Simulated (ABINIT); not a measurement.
# Ga2O3 (R-3c): G0W0 with ABINIT, start to end

How does a plane-wave GW calculation on Ga2O3 (R-3c) run from the first input to the gap?

Main program and level: ABINIT 10.8.3; PBE and many-body steps on it, plane waves.

**Experimental background.**

- Gap 5.3 eV: optical direct gap from Tauc plot, alpha-phase dominant buffer stack; UV-Vis transmittance, Tauc plot; film (as-grown alpha-(Al0.3Ga0.7)2O3/alpha-Ga2O3 double layer on c-plane sapphire, mist CVD, slight kappa admixture) on Al2O3 (“Controlled Crystallinity of a Sn-Doped α-Ga2O3 Epilayer Using Rapidly Annealed Double Buffer Layers”, 2024, pmc:10818942).

- Gap 5.62 ± 0.02 eV: lowest direct band-to-band transition E0, E parallel to c (M1-type CP); abstract instead prints 5.44 eV, which Table III gives as the exciton energy; generalized spectroscopic ellipsometry, critical-point model; 300 K; film (51.8 nm PAMBE film, fully lattice-relaxed) on m-plane Al2O3 (“Anisotropic dielectric functions, band-to-band transitions, and critical points in alpha-Ga2O3”, 2021, arxiv:2101.06595).

- Gap 5.2 eV: optical gap from Tauc plot assuming direct gap; largest value, film grown at 250 C; UV-vis transmittance/reflectance, Tauc plot; film on c-plane sapphire (“Low temperature growth and optical properties of alpha-Ga2O3 deposited on sapphire by plasma enhanced atomic layer deposition”, 2019, arxiv:1908.06914).

- Gap 5.15 eV: optical gap from Tauc plot assuming direct gap; lower end of the 5.15-5.20 eV range for alpha-phase films; UV-vis transmittance/reflectance, Tauc plot; film on c-plane sapphire (“Low temperature growth and optical properties of alpha-Ga2O3 deposited on sapphire by plasma enhanced atomic layer deposition”, 2019, arxiv:1908.06914).

- Gap 5.6 eV: direct band-to-band gap from Tauc plot; UV-Vis absorption, Tauc plot; film (163 nm mist CVD film on c-plane sapphire) on Al2O3 (sapphire) (“Optical properties of mist CVD grown alpha-Ga2O3”, 2019, arxiv:1907.13072).

This is a selection; 2 further reports are not listed.

Report form: the programs' logs are mostly left out.

**1. The starting structure**

The structure is trigonal, space group R-3c (No. 167). The conventional cell has a = 4.997 Å, b = 4.997 Å, c = 13.451 Å, α = 90.00°, β = 90.00°, γ = 120.00°. Nearest to Ga lie 6 O at 1.93 to 2.08 Å. O has 4 Ga at 1.93 to 2.08 Å nearest. Farther neighbours and most contacts between anions are not listed.

As a file:

```cif
data_structure
_symmetry_space_group_name_H-M 'P 1'
_symmetry_Int_Tables_number 1
_cell_length_a 5.3317
_cell_length_b 5.3317
_cell_length_c 5.3317
_cell_angle_alpha 55.894
_cell_angle_beta 55.894
_cell_angle_gamma 55.894
_cell_volume 96.97
loop_
_atom_site_label
_atom_site_type_symbol
_atom_site_fract_x
_atom_site_fract_y
_atom_site_fract_z
_atom_site_occupancy
Ga1 Ga 0.85559 0.85559 0.85559 1
Ga2 Ga 0.64441 0.64441 0.64441 1
Ga3 Ga 0.14441 0.14441 0.14441 1
Ga4 Ga 0.35559 0.35559 0.35559 1
O5 O 0.75000 0.44683 0.05317 1
O6 O 0.44683 0.05317 0.75000 1
O7 O 0.05317 0.75000 0.44683 1
O8 O 0.25000 0.55317 0.94683 1
O9 O 0.94683 0.25000 0.55317 1
O10 O 0.55317 0.94683 0.25000 1
```

The cell and positions are those that the Materials Project relaxed with its own functionals (PBE, PBE+U or r2SCAN), kept fixed. This is not the form that Ga2O3 usually takes at ambient conditions.

**2. Ground state**

This step: ABINIT 10.8.3; DFT, PBE, plane waves, norm-conserving pseudopotentials.

The ground-state density comes first.

Contents of run.abi:

```
acell 3*1.0 Angstrom
rprim 
  2.498699193881 1.442624652211 4.483549768500
  -2.498699193881 1.442624652211 4.483549768500
  0.000000000000 -2.885249304422 4.483549768500
ntypat 2
znucl 31 8
natom 10
typat 1 1 1 1 2 2 2 2 2 2
xred 
  0.855585580000 0.855585580000 0.855585580000
  0.644414420000 0.644414420000 0.644414420000
  0.144414420000 0.144414420000 0.144414420000
  0.355585580000 0.355585580000 0.355585580000
  0.750000000000 0.446832820000 0.053167180000
  0.446832820000 0.053167180000 0.750000000000
  0.053167180000 0.750000000000 0.446832820000
  0.250000000000 0.553167180000 0.946832820000
  0.946832820000 0.250000000000 0.553167180000
  0.553167180000 0.946832820000 0.250000000000
pp_dirpath "pseudos"
pseudos "Ga.upf, O.upf"
ecut 45
ngkpt 4 4 4
nshiftk 1
shiftk 0 0 0
kptopt 1
chksymbreak 0
nband 69
occopt 1
tolvrs 1e-08
nstep 60
prtwf 0
optforces 0
optstress 0
indata_prefix "in"
outdata_prefix "out"
tmpdata_prefix "tmp"
```

On the command line:

```sh
$ OMP_NUM_THREADS=1 mpirun -n 4 abinit run.abi > log
```

Elapsed: 2.7 min, on 4 MPI ranks of Arm Neoverse V1, shared host; peak memory 0.68 GiB.

Numbers from this step:

```
total energy               : -29739.6210 eV
gap                        : 2.857 eV
k of the valence top       : 0.25, 0, 0
k of the conduction bottom : 0, 0, 0
least direct gap           : 3.066 eV
```

The gap is indirect, with the least direct gap 0.21 eV higher.

**3. Bands along the symmetry lines**

Levels along a band path, at the cheap level, show where the edges lie and whether the meshes to come will hold them.

run.abi: that of step 2 with these lines changed.

```diff
@@ -23,14 +23,45 @@
 ecut 45
-ngkpt 4 4 4
-nshiftk 1
-shiftk 0 0 0
-kptopt 1
-chksymbreak 0
-nband 69
-occopt 1
-tolvrs 1e-08
-nstep 60
+iscf -2
+irdden 1
+kptopt 0
+nkpt 31
+kpt 
+  0.00000000 0.00000000 0.00000000
+  0.12500000 0.12500000 0.12500000
+  0.25000000 0.25000000 0.25000000
+  0.37500000 0.37500000 0.37500000
+  0.50000000 0.50000000 0.50000000
+  0.56607847 0.43392153 0.50000000
+  0.63215694 0.36784306 0.50000000
+  0.69823542 0.30176458 0.50000000
+  0.76431389 0.23568611 0.50000000
+  0.50000000 -0.23568611 0.23568611
+  0.50000000 -0.17676458 0.17676458
+  0.50000000 -0.11784306 0.11784306
+  0.50000000 -0.05892153 0.05892153
+  0.50000000 0.00000000 0.00000000
+  0.37500000 0.00000000 0.00000000
+  0.25000000 0.00000000 0.00000000
+  0.12500000 0.00000000 0.00000000
+  0.00000000 0.00000000 0.00000000
+  0.09196076 -0.09196076 0.00000000
+  0.18392153 -0.18392153 0.00000000
+  0.27588229 -0.27588229 0.00000000
+  0.36784305 -0.36784305 0.00000000
+  0.63215695 0.00000000 0.36784305
+  0.59911771 0.00000000 0.40088229
+  0.56607848 0.00000000 0.43392153
+  0.53303924 0.00000000 0.46696076
+  0.50000000 0.00000000 0.50000000
+  0.37500000 0.00000000 0.37500000
+  0.25000000 0.00000000 0.25000000
+  0.12500000 0.00000000 0.12500000
+  0.00000000 0.00000000 0.00000000
+istwfk *1
+nband 74
+nbdbuf 9
+tolwfr 1e-07
+nstep 50
 prtwf 0
-optforces 0
-optstress 0
+prtvol 0
 indata_prefix "in"
```

Wall time 2.5 min (4 MPI ranks); peak memory 0.69 GiB.

This step gave:

| Quantity | Value |
| --- | --- |
| gap | 2.820 eV |
| k of the valence top | 0.1839, -0.1839, 0 |
| k of the conduction bottom | 0, 0, 0 |
| least direct gap | 3.066 eV |

The gap is 2.820 eV, −0.037 eV from the run before at this level.

Electronic bands along the path, in eV, zero at the top of the highest filled band:

| point | band 57 | band 58 | band 59 | band 60 | band 61 | band 62 | band 63 | band 64 |
| --- | --- | --- | --- | --- | --- | --- | --- | --- |
| Γ | -0.32 | -0.32 | -0.25 | -0.25 | 2.82 | 6.67 | 6.84 | 8.88 |
| halfway | -0.36 | -0.36 | -0.21 | -0.21 | 4.14 | 6.72 | 6.83 | 8.95 |
| T | -0.30 | -0.30 | -0.30 | -0.30 | 5.86 | 5.86 | 7.86 | 7.86 |
| halfway | -0.78 | -0.78 | -0.42 | -0.42 | 6.38 | 6.38 | 7.80 | 7.80 |
| H2 | -0.57 | -0.57 | -0.33 | -0.33 | 6.69 | 6.69 | 7.24 | 7.24 |
| jump to H0 | -0.57 | -0.57 | -0.33 | -0.33 | 6.69 | 6.69 | 7.24 | 7.24 |
| halfway | -0.56 | -0.56 | -0.23 | -0.23 | 6.41 | 6.41 | 6.91 | 6.91 |
| L | -0.97 | -0.97 | -0.15 | -0.15 | 6.40 | 6.40 | 6.73 | 6.73 |
| halfway | -0.61 | -0.55 | -0.19 | -0.04 | 4.38 | 6.51 | 7.32 | 8.16 |
| Γ | -0.32 | -0.32 | -0.25 | -0.25 | 2.82 | 6.67 | 6.84 | 8.88 |
| halfway | -0.63 | -0.25 | -0.23 | 0.00 | 4.86 | 6.36 | 7.36 | 7.89 |
| S0 | -0.61 | -0.50 | -0.48 | -0.17 | 6.49 | 6.60 | 7.17 | 7.20 |
| jump to S2 | -0.61 | -0.50 | -0.48 | -0.17 | 6.49 | 6.60 | 7.17 | 7.20 |
| halfway | -0.76 | -0.65 | -0.31 | -0.15 | 6.51 | 6.72 | 7.48 | 7.50 |
| F | -0.85 | -0.70 | -0.25 | -0.14 | 6.54 | 6.73 | 7.58 | 7.69 |
| halfway | -0.64 | -0.55 | -0.28 | -0.23 | 4.69 | 6.60 | 7.40 | 8.32 |
| Γ | -0.32 | -0.32 | -0.25 | -0.25 | 2.82 | 6.67 | 6.84 | 8.88 |

**4. Empty states on the mesh, 2×2×2 mesh, 555 bands**

The sums over transitions need many empty states on a uniform mesh; this step solves for them.

Contents of run.abi:

```
acell 3*1.0 Angstrom
rprim 
  2.498699193881 1.442624652211 4.483549768500
  -2.498699193881 1.442624652211 4.483549768500
  0.000000000000 -2.885249304422 4.483549768500
ntypat 2
znucl 31 8
natom 10
typat 1 1 1 1 2 2 2 2 2 2
xred 
  0.855585580000 0.855585580000 0.855585580000
  0.644414420000 0.644414420000 0.644414420000
  0.144414420000 0.144414420000 0.144414420000
  0.355585580000 0.355585580000 0.355585580000
  0.750000000000 0.446832820000 0.053167180000
  0.446832820000 0.053167180000 0.750000000000
  0.053167180000 0.750000000000 0.446832820000
  0.250000000000 0.553167180000 0.946832820000
  0.946832820000 0.250000000000 0.553167180000
  0.553167180000 0.946832820000 0.250000000000
pp_dirpath "pseudos"
pseudos "Ga.upf, O.upf"
ecut 45
ngkpt 2 2 2
nshiftk 1
shiftk 0 0 0
kptopt 1
chksymbreak 0
iscf -2
irdden 1
istwfk *1
nband 555
nbdbuf 50
tolwfr 1e-09
nstep 60
prtvol 0
indata_prefix "in"
outdata_prefix "out"
tmpdata_prefix "tmp"
```

Elapsed: 9.5 min, on 4 MPI ranks; peak memory 0.8 GiB.

This step gave:

```yaml
gap: 2.963 eV
k_of_the_valence_top: 0.5, 0.5, 0
k_of_the_conduction_bottom: 0, 0, 0
least_direct_gap: 3.066 eV
k_points_computed: 4
lowest_point_of_the_top_converged_band_above_the_valence_top: 149.7078 eV
```

On this mesh the gap is 2.963 eV. The earlier step found 2.857 eV, so this mesh misses an edge.

**5. Screening, 2×2×2 mesh, 505 bands, screening to 201.4 eV**

The RPA dielectric matrix is built and inverted for each q.

This step: RPA screening on PBE, plane waves, norm-conserving pseudopotentials.

run.abi: that of step 4 with these lines changed.

```diff
@@ -28,10 +28,11 @@
 chksymbreak 0
-iscf -2
-irdden 1
 istwfk *1
-nband 555
-nbdbuf 50
-tolwfr 1e-09
-nstep 60
-prtvol 0
+occopt 1
+irdwfk 1
+optdriver 3
+nband 505
+ecuteps 7.4
+inclvkb 2
+awtr 1
+symchi 1
 indata_prefix "in"
```

Run time: 12 min. Hardware: 4 MPI ranks; peak memory 5.7 GiB.

This step gave:

```
ε∞ with local fields, on this mesh, along the program's q direction : 4.896
the same without local fields                                       : 5.148
plasma frequency                                                    : 41.31 eV
plane waves in the screening matrix                                 : 629
```

Local fields lower ε∞ by 5 %. On a Γ-centred mesh this coarse the value itself is usually too large, while a short band sum pulls it down.

**6. Self-energy, 2×2×2 mesh, 505 bands, screening to 201.4 eV**

The self-energy is evaluated for the states that the input lists, and the levels follow from it, in one-shot runs by the linearised quasiparticle equation.

This step: G0W0 on PBE, plane waves, norm-conserving pseudopotentials.

run.abi: that of step 5 with these lines changed.

```diff
@@ -31,8 +31,21 @@
 irdwfk 1
-optdriver 3
+optdriver 4
 nband 505
+gwcalctyp 0
+ecutsigx 45
+symsigma 1
+nkptgw 4
+kptgw 
+  0.5000000000 0.5000000000 0.0000000000
+  0.0000000000 0.0000000000 0.0000000000
+  0.5000000000 0.0000000000 0.0000000000
+  0.5000000000 0.5000000000 0.5000000000
+bdgw 
+  59 62
+  59 62
+  59 62
+  57 62
 ecuteps 7.4
-inclvkb 2
-awtr 1
-symchi 1
+irdscr 1
+ppmodel 1
 indata_prefix "in"
```

The job ended after 3.8 min (4 MPI ranks; peak memory 4.6 GiB).

Numbers from this step:

```yaml
g0w0_gap_on_the_mesh: 4.304 eV
starting_gap_on_the_mesh: 2.963 eV
k_of_the_valence_top: 0.5, 0.5, 0
k_of_the_conduction_bottom: 0, 0, 0
z_at_the_valence_top: 0.803
z_at_the_conduction_bottom: 0.846
least_direct_g0w0_gap_on_the_computed_points: 4.407 eV
```

The gap on the mesh goes from 2.96 eV to 4.30 eV, a correction of +1.34 eV. The start differs from the 2.86 eV found before because the two sample other k points.

Limits: finite bands, cutoff and mesh; no spin-orbit coupling; coarse k mesh. v1 is the top filled band, c1 the lowest empty one. The levels before and after the correction (eV, zero at the valence-band top of each column):

|  | conduction bottom | valence top |
| --- | --- | --- |
| Kohn-Sham | 2.96 | 0.00 |
| G0W0 | 4.30 | 0.00 |

|  | level | energy (eV) |
| --- | --- | --- |
| Kohn-Sham | (0.5 0.5 0) v2 | -0.107 |
| Kohn-Sham | (0.5 0.5 0) v1 | 0.000 |
| Kohn-Sham | (0.5 0.5 0) c1 | 6.680 |
| Kohn-Sham | (0.5 0.5 0) c2 | 6.877 |
| Kohn-Sham | Γ v2-v1 | -0.104 |
| Kohn-Sham | Γ c1 | 2.963 |
| Kohn-Sham | Γ c2 | 6.817 |
| G0W0 | (0.5 0.5 0) v2 | -0.080 |
| G0W0 | (0.5 0.5 0) v1 | 0.000 |
| G0W0 | (0.5 0.5 0) c1 | 8.506 |
| G0W0 | (0.5 0.5 0) c2 | 8.807 |
| G0W0 | Γ v2-v1 | -0.103 |
| G0W0 | Γ c1 | 4.304 |
| G0W0 | Γ c2 | 8.701 |

**7. Where the time went**

Times are wall times on 4 MPI ranks of Arm Neoverse V1, shared host, good to a factor of about two.

| step | time | share | memory (GiB) |
| --- | --- | --- | --- |
| ground state | 2.7 min | 9 % | 0.68 |
| bands along the symmetry lines | 2.5 min | 8 % | 0.69 |
| empty states on the mesh | 9.5 min | 31 % | 0.8 |
| screening | 12 min | 39 % | 5.7 |
| self-energy | 3.8 min | 12 % | 4.6 |

**8. What came out**

```
PBE gap                              : 2.82 eV, indirect
G0W0 gap on the mesh                 : 4.30 eV
G0W0 gap over the zone (rigid shift) : 4.16 eV
GW settings                          : 2×2×2 mesh, 505 bands, screening to 201.4 eV, Godby-Needs plasmon pole
known limits                         : not at the basis limit; no spin-orbit coupling; coarse k mesh
```

In words: G0W0 moves the gap on the mesh from 2.96 eV to 4.30 eV (+1.34 eV), with Z of 0.80 and 0.85 at the edges. The mesh misses the band edges by 0.14 eV in all; a rigid shift gives 4.16 eV for the zone. Local fields lower the RPA ε∞ on this mesh from 5.15 to 4.90; a Γ-centred mesh this coarse tends to raise both, most where the direct gap is narrow, while a short band sum lowers them. Against experiment, by G0W0@PBE: the direct gap of 4.41 eV lies −0.89 eV from the measured 5.3 eV (direct, on Al2O3, 2024); the direct gap of 4.41 eV lies −1.21 eV from the measured 5.62 ± 0.02 eV (direct, 300 K, on m-plane Al2O3, 2021); the direct gap of 4.41 eV lies −0.79 eV from the measured 5.2 eV (direct, on c-plane sapphire, 2019); the direct gap of 4.41 eV lies −0.74 eV from the measured 5.15 eV (direct, on c-plane sapphire, 2019); the direct gap of 4.41 eV lies −1.19 eV from the measured 5.6 eV (direct, on Al2O3 (sapphire), 2019). An exciton line or allowed optical edge lies below the quasiparticle gap by the binding energy; a forbidden edge can push the onset above it. The calculation has static nuclei and no excitons; a measured gap holds zero-point and thermal motion, which mostly lowers it. Against the values above the computed gap that would widen the miss. A likelier cause is too strong a screening: the start's gap is only 2.96 eV, the mesh is coarse, and one shot does not repair that. Bands and cutoff are finite, so the gap is not at the basis limit. The miss can reach some tenths of an eV and take either sign; the mesh is an error of its own. A denser mesh or path gives a starting gap of 2.82 eV: the GW mesh misses a band edge, so its gaps are not the fundamental one. The 2×2×2 mesh is coarse for this cell, which bears on the long-range parts of exchange and screening. The many-body steps are scalar-relativistic: spin-orbit coupling is not in them.

[Paths, hosts, dates, memory and timing lines, banners, echoed tables and standing remarks are left out of the program output.]

[Logs are printed without paths, hosts, clocks, repeated set-up lines and the standing remarks that a program may print on its own settings, such as how far it seeks lower states.]

[Runs of the session that timed out or met a known fault of the program may be left out.]

[No measured gap is set beside runs whose start may be inverted or whose files or cutoffs have a known fault.]

[Hosts, paths, dates, database ids (printed as entryN), source tags and the programs' standing remarks are cut or masked in the printed files.]

[G0W0 gaps are taken among the corrected bands and points alone; a level outside them can change the order at an edge.]

[Where Ansatz stands beside ABINIT at settings called matched, ABINIT's density can come from a denser mesh and the files from another edition; pairs whose starting gaps differed by over 0.03 eV were left out, so agreement reads better than it is.]
